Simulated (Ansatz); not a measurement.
Consider NaAuCl3 (cubic perovskite) (Pm-3m).

The structure was built from a prototype and need not be the compound's stable phase.

```xyz
5
Lattice="0.0000 -4.9439 0.0000 0.0000 0.0000 4.9439 -4.9439 0.0000 0.0000" Properties=species:S:1:pos:R:3 pbc="T T T"
Na    0.0000    0.0000    0.0000
Au   -2.4720   -2.4720    2.4720
Cl    0.0000   -2.4720    2.4720
Cl   -2.4720   -2.4720    0.0000
Cl   -2.4720    0.0000    2.4720
```

The structure was relaxed with LDA. The structure type comes from a generator and need not be one that this composition takes. The structure was generated from a model, not taken from a measurement. The runs that relaxed it are not among those shown. The program's search for lower electronic states was switched off, so nothing shows that the state found is the lowest. Spin-orbit coupling is left out unless a run names it. PAW set soft_2, made with PBE.

A constrained-RPA run (Ansatz 0.2.0; non-magnetic LDA; Au d + anion p, bands v14 to v1, 4×4×4 mesh, medium accuracy) builds 14 functions on bands 9.1 eV wide, with 27.0 electrons in the window. The bare on-site interaction is 16.4 eV and the bare J 0.65 eV.

Q: Estimate U, U′ and J.

On the Au d shell, U = 5.40 eV (33 % of the bare value), U′ = 4.44 eV, J = 0.48 eV.

The parent state is non-magnetic and the interaction static (zero frequency); U depends on the window and the orbitals, so it belongs to this model alone. Spin-orbit coupling, which is strong for atoms this heavy, is left out. A window that holds the anion p bands defines a model with explicit ligands; its U belongs to that model and is not the U of DFT+U.

[Paths, hosts, dates, memory and timing lines, banners, echoed tables and standing remarks are left out of the program output.]

[Logs are printed without paths, hosts, clocks, repeated set-up lines and the standing remarks that a program may print on its own settings, such as how far it seeks lower states.]

[Runs of the session that timed out or met a known fault of the program may be left out.]

[Hosts, paths, dates, database ids (printed as entryN), source tags and the programs' standing remarks are cut or masked in the printed files.]
